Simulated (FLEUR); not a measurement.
**MnSe: which magnetic order is lowest**

Aim: find out whether MnSe carries moments, and which collinear order costs least.

Program: FLEUR MaX-R8.1. Level of theory: LDA (VWN) with U = 4 eV on Mn d; all-electron FLAPW, Dirac cores, scalar-relativistic bands. Results are calculated unless marked as measured.

The database entry behind the starting cell differs from later determinations by our own check (about 0.4 % short), so it need not match the best structure at ambient conditions.

### 1. Set-up

Symmetry: Fm-3m, No. 225, cubic system. Conventional cell: a = 5.440 Å, b = 5.440 Å, c = 5.440 Å, α = 90.00°, β = 90.00°, γ = 90.00°. Nearest to Mn lie 6 Se at 2.72 Å. Nearest to Se lie 6 Mn at 2.72 Å. Farther neighbours and most contacts between anions are not listed.

As a file:

```cif
data_structure
_symmetry_space_group_name_H-M 'P 1'
_symmetry_Int_Tables_number 1
_cell_length_a 3.8467
_cell_length_b 3.8467
_cell_length_c 3.8467
_cell_angle_alpha 60.000
_cell_angle_beta 60.000
_cell_angle_gamma 60.000
_cell_volume 40.25
loop_
_atom_site_label
_atom_site_type_symbol
_atom_site_fract_x
_atom_site_fract_y
_atom_site_fract_z
_atom_site_occupancy
Mn1 Mn 0.00000 0.00000 0.00000 1
Se2 Se 0.50000 0.50000 0.50000 1
```

### 2. Start 1: ferro +

The parallel start is the test of whether parallel moments hold. A Hubbard U acts on the open shell, since semilocal functionals spread its electrons too much.

inpgen writes inp.xml from crystal.txt; cutoffs, mixing, functional, smearing and local orbitals are then set in the file. The k list default-1 (kpts.xml, not shown) is a Γ-centred 8×8×8 mesh; where the ranks do not divide the number of points, some are split in two of half the weight.

inp.xml

```
<?xml version="1.0" encoding="UTF-8" standalone="no"?>
<fleurInput fleurInputVersion="0.39">
   <comment>
      MnSe
   </comment>
   <calculationSetup>
      <cutoffs Kmax="3.6" Gmax="10.8" GmaxXC="10.8" numbands="0"/>
      <scfLoop itmax="130" minDistance="0.0001" maxIterBroyd="15" imix="Anderson" alpha="0.05" precondParam="0.0" spinf="2.0" sdNocoIR="T"/>
      <coreElectrons ctail="T" frcor="F" kcrel="0" coretail_lmax="0"/>
      <xcFunctional name="vwn" relativisticCorrections="F"/>
      <magnetism jspins="2"/>
      <soc l_soc="F" theta="0.0" phi="0.0" spav="F"/>
      <expertModes spex="0" secvar="F"/>
      <geometryOptimization l_f="F" forcealpha="1.0" forcemix="BFGS" epsdisp="0.00001" epsforce="0.00001"/>
      <ldaU l_linMix="F" mixParam="0.05" spinf="1.0"/>
   </calculationSetup>
   <cell>
      <bzIntegration valenceElectrons="31.0" mode="hist" fermiSmearingEnergy="0.00293995">
         <kPointListSelection listName="default-1"/>
         <xi:include xmlns:xi="http://www.w3.org/2001/XInclude" href="kpts.xml"> </xi:include>
      </bzIntegration>
      <xi:include xmlns:xi="http://www.w3.org/2001/XInclude" href="sym.xml"> </xi:include>
      <bulkLattice scale="1.0">
         <bravaisMatrix>
            <row-1>    0.0000000000000000     5.1400550589120000     5.1400550589120000</row-1>
            <row-2>    5.1400550589120000     0.0000000000000000     5.1400550589120000</row-2>
            <row-3>    5.1400550589120000     5.1400550589120000     0.0000000000000000</row-3>
         </bravaisMatrix>
      </bulkLattice>
   </cell>
   <atomSpecies>
      <species name="Manganese 4.500" element="Mn" atomicNumber="25">
         <mtSphere radius="2.51" gridPoints="829" logIncrement="0.015"/>
         <atomicCutoffs lmax="10" lnonsphr="8"/>
         <electronConfig flipSpins="F">
            <coreConfig>(1s1/2) (2s1/2) (2p1/2) (2p3/2)</coreConfig>
            <valenceConfig>(3s1/2) (3p1/2) (3p3/2) (4s1/2) (3d3/2) (3d5/2)</valenceConfig>
            <stateOccupation state="(3d3/2)" spinUp="1.75" spinDown="0.25"/>
            <stateOccupation state="(3d5/2)" spinUp="3.0" spinDown="0.0"/>
         </electronConfig>
         <energyParameters s="4" p="4" d="3" f="4"/>
         <ldaU l="2" U="4.0" J="0.0" l_amf="F"/>
         <lo type="SCLO" l="0" n="3" eDeriv="0"/>
         <lo type="SCLO" l="1" n="3" eDeriv="0"/>
      </species>
      <species name="Selenium (Se)" element="Se" atomicNumber="34">
         <mtSphere radius="2.51" gridPoints="829" logIncrement="0.015"/>
         <atomicCutoffs lmax="10" lnonsphr="8"/>
         <electronConfig flipSpins="F">
            <coreConfig>(1s1/2) (2s1/2) (2p1/2) (2p3/2) (3s1/2) (3p1/2) (3p3/2)</coreConfig>
            <valenceConfig>(4s1/2) (3d3/2) (3d5/2) (4p1/2) (4p3/2)</valenceConfig>
            <stateOccupation state="(4p1/2)" spinUp="0.666667" spinDown="0.666667"/>
            <stateOccupation state="(4p3/2)" spinUp="1.333333" spinDown="1.333333"/>
         </electronConfig>
         <energyParameters s="4" p="4" d="3" f="4"/>
      </species>
   </atomSpecies>
   <atomGroups>
      <atomGroup species="Manganese 4.500">
         <relPos label="                   1">.0000000000 .0000000000 .0000000000</relPos>
         <force calculate="T" relaxXYZ="TTT"/>
      </atomGroup>
      <atomGroup species="Selenium (Se)">
         <relPos label="                   2">1.000/2.000 1.000/2.000 1.000/2.000</relPos>
         <force calculate="T" relaxXYZ="TTT"/>
      </atomGroup>
   </atomGroups>
   <output dos="F" band="F" slice="F">
      <bandDOS minEnergy="-.5*Htr" maxEnergy="0.5*Htr" sigma="0.015" storeEVData="T"/>
      <plotting iplot="0" polar="F">
         <plot TwoD="T" vec1="  1.0  0.0  0.0" vec2="  0.0  1.0  0.0" vec3="  0.0  0.0  1.0" zero="  0.0  0.0  0.0" file="plot"/>
      </plotting>
      <moessbauerParams electricFieldGradient="F" isomerShift="F" coreHyperfine="F" valenceHyperfine="F"/>
   </output>
</fleurInput>
```

crystal.txt

```
MnSe
&input film=F cartesian=F /
0.00000000000  2.72000000000  2.72000000000
2.72000000000  0.00000000000  2.72000000000
2.72000000000  2.72000000000  0.00000000000
1.8897261246
1.0 1.0 1.0

2
25 0.00000000000  0.00000000000  0.00000000000 : 4.500
34 0.50000000000  0.50000000000  0.50000000000

&kpt div1=8 div2=8 div3=8 gamma=T /
```

On the command line:

```bash
> OMP_NUM_THREADS=1 inpgen -f crystal.txt > inpgen.log  # inp.xml is then edited as shown
> OMP_NUM_THREADS=1 mpirun -n 4 fleur_MPI > fleur.log
```

What it wrote:

```text
Welcome to FLEUR        (www.flapw.de)
      MaX-Release 8.1          (www.max-centre.eu)

 ========== k-point set info ==========
 Selected k-point list: default-1
 k-point list type: mesh
 0 x 0 x 0
 Number of k points: 32

 ------------Calculation Setup---------------------------
 Number of MPI-tasks      :            4
 Number of PE/node        :            4
 Number of OMP-threads    :            1
 k-points in parallel     :            4
 pe's per k-point         :            1
 No of k-point loops      :            8
 Eigenvalue solver        :       lapack
 Number of basis functions:          234
 Approximate size of matrices (H+S) per k-point:         0.001 GB
 --------------------------------------------------------
 no density matrix found ... skipping LDA+U
 Reset of history
 Iteration:     1   Distance:       4.90410701 me/bohr^3
 Iteration:     2   Distance:       6.40875079 me/bohr^3
 Iteration:     3   Distance:       6.04614733 me/bohr^3
 Iteration:     4   Distance:       2.27922351 me/bohr^3
 Iteration:     5   Distance:       1.04274303 me/bohr^3
 Iteration:     6   Distance:       1.03613984 me/bohr^3
 Iteration:     7   Distance:       0.27746606 me/bohr^3
 Iteration:     8   Distance:       0.08536515 me/bohr^3
 Iteration:     9   Distance:       0.07084783 me/bohr^3
 Iteration:    10   Distance:       0.01852986 me/bohr^3
 Iteration:    11   Distance:       0.01090610 me/bohr^3
 Iteration:    12   Distance:       0.00109810 me/bohr^3
 Iteration:    13   Distance:       0.00062043 me/bohr^3
 Iteration:    14   Distance:       0.00010250 me/bohr^3
 Iteration:    15   Distance:       0.00002056 me/bohr^3

 ********************************************************************
 Run finished successfully
 Stop message:
   all done
 ********************************************************************

--- out.xml (last complete iteration) ---
<iteration numberForCurrentRun="   15" overallNumber="   15">
         [... left out ...]
         <bandgap value="1.0763679265" units="eV"/>
         <sumValenceSingleParticleEnergies value="-29.0983962760" units="Htr"/>
         <FermiEnergy value="0.2598522963" units="Htr"/>
         <valenceDensity>
            <mtCharges spin="1">
               <mtCharge atomType="1" total="9.1676946" s="1.1762801" p="3.1633297" d="4.8114167" f="0.0138502"/>
               <mtCharge atomType="2" total="7.5271749" s="0.8429766" p="1.6630967" d="5.0095615" f="0.0084425"/>
            </mtCharges>
            <mtCharges spin="2">
               <mtCharge atomType="1" total="4.4948683" s="1.1214872" p="3.1221794" d="0.2369791" f="0.0117344"/>
               <mtCharge atomType="2" total="7.4170296" s="0.8268358" p="1.5862486" d="5.0013345" f="0.0021764"/>
            </mtCharges>
            <spinDependentCharge spin="1" total="17.9999804" interstitial="1.3051109" mtSpheres="16.6948695"/>
            <spinDependentCharge spin="2" total="13.0000196" interstitial="1.0881216" mtSpheres="11.9118980"/>
            <totalCharge value="31.0000000000"/>
         </valenceDensity>
         [... left out ...]
         <allElectronCharges>
            <spinDependentCharge spin="1" total="31.9999804" interstitial="1.3051253" mtSpheres="30.6948551"/>
            <spinDependentCharge spin="2" total="27.0000196" interstitial="1.0881360" mtSpheres="25.9118836"/>
            <totalCharge value="58.9999999941"/>
         </allElectronCharges>
         <magneticMomentsInMTSpheres units="muBohr">
            <globalMagMoment atomType="1" vec="0.00000   0.00000   4.67283"/>
            <localMagMoment atomType="1" vec="0.00000   0.00000   4.67283"/>
            <globalMagMoment atomType="2" vec="0.00000   0.00000   0.11015"/>
            <localMagMoment atomType="2" vec="0.00000   0.00000   0.11015"/>
         </magneticMomentsInMTSpheres>
         <moessbauerParams unitsHFF="kG" unitsIS="e/bohr^3" unitsEFG="Htr/bohr^2">
         </moessbauerParams>
         <totalEnergy value="    -3583.5986411676" units="Htr">
            <sumOfEigenvalues value="    -2076.7089687536">
               <coreElectrons value="-2047.6105724776"/>
               <valenceElectrons value="-29.0983962760"/>
            </sumOfEigenvalues>
            <densityCoulombPotentialIntegral value="-5552.3649546391"/>
            <densityEffectivePotentialIntegral value="-5731.3089547483"/>
            <chargeDenXCDenIntegral value="-135.1212522589"/>
            <FockExchangeEnergyValence value="0.0000000000"/>
            <FockExchangeEnergyCore value="0.0000000000"/>
            <atomTypeDependentContributions atomType="1">
               <electronNucleiInteractionDifferentMTs value="1378.5301786643"/>
               <MadelungTerm value="-9.4305329021"/>
            </atomTypeDependentContributions>
            <atomTypeDependentContributions atomType="2">
               <electronNucleiInteractionDifferentMTs value="2927.8353780936"/>
               <MadelungTerm value="-11.4405059790"/>
            </atomTypeDependentContributions>
            <dftUCorrection value="-0.3416980552"/>
            <tkbTimesEntropy value="0.0000010791"/>
            <freeEnergy value="-3583.5986422466"/>
            <extrapolationTo0K value="-3583.5986417071"/>
         </totalEnergy>
         <ldaUDensityMatrix>
            <densityMatrixFor spin="1" atomType="1" uIndex="1" l="2" U="4.00000000" J="0.00000000">
               (+0.96509,+0.00000) (+0.00000,+0.00000) (+0.00000,+0.00000) (+0.00000,+0.00000) (+0.01403,+0.00000)
               (+0.00000,+0.00000) (+0.95106,+0.00000) (+0.00000,+0.00000) (+0.00000,+0.00000) (+0.00000,+0.00000)
               (+0.00000,+0.00000) (+0.00000,+0.00000) (+0.97912,+0.00000) (+0.00000,+0.00000) (+0.00000,+0.00000)
               (+0.00000,+0.00000) (+0.00000,+0.00000) (+0.00000,+0.00000) (+0.95106,+0.00000) (+0.00000,+0.00000)
               (+0.01403,+0.00000) (+0.00000,+0.00000) (+0.00000,+0.00000) (+0.00000,+0.00000) (+0.96509,+0.00000)
            </densityMatrixFor>
            <densityMatrixFor spin="2" atomType="1" uIndex="1" l="2" U="4.00000000" J="0.00000000">
               (+0.05499,+0.00000) (+0.00000,+0.00000) (+0.00000,+0.00000) (+0.00000,+0.00000) (+0.03796,+0.00000)
               (+0.00000,+0.00000) (+0.01703,+0.00000) (+0.00000,+0.00000) (+0.00000,+0.00000) (+0.00000,+0.00000)
               (+0.00000,+0.00000) (+0.00000,+0.00000) (+0.09295,+0.00000) (+0.00000,+0.00000) (+0.00000,+0.00000)
               (+0.00000,+0.00000) (+0.00000,+0.00000) (+0.00000,+0.00000) (+0.01703,+0.00000) (+0.00000,+0.00000)
               (+0.03796,+0.00000) (+0.00000,+0.00000) (+0.00000,+0.00000) (+0.00000,+0.00000) (+0.05499,+0.00000)
            </densityMatrixFor>
         </ldaUDensityMatrix>
         <ldaUDensityMatrixConvergence>
            <distance spin="1" distance="0.000000"/>
            <distance spin="2" distance="0.000001"/>
         </ldaUDensityMatrixConvergence>
         <densityConvergence units="me/bohr^3">
            <chargeDensity spin="1" distance="0.0000113310"/>
            <chargeDensity spin="2" distance="0.0000152620"/>
            <overallChargeDensity distance="0.0000173185"/>
            <spinDensity distance="0.0000205599"/>
         </densityConvergence>
      </iteration>
```

Elapsed: 7.5 s, on 4 MPI ranks of Intel Xeon 6975P-C (Granite Rapids), shared host; peak memory 0.25 GiB; 29 s of CPU time.

This step gave:

* free energy: -97514.6868 eV
* program's band gap on this mesh (in a metal only a level spacing): 1.076 eV
* magnetization: 5 μB
* final state: ferromagnetic
* largest moment: 4.673 μB

After 15 cycles the largest moment stands at 4.67 μB.

(Continued in part 2 of 3.)

[Logs and program files are shortened in this print: banners, set-up blocks, solver, clock and traceback lines can be left out without a mark of their own.]

[Logs are printed without paths, hosts, clocks, repeated set-up lines and the standing remarks that a program may print on its own settings, such as how far it seeks lower states.]

[Hosts, paths, dates, database ids (printed as entryN), source tags and the programs' standing remarks are cut or masked in the printed files.]

[Where a cell is said to come from a database of computed structures, the database is the Materials Project.]
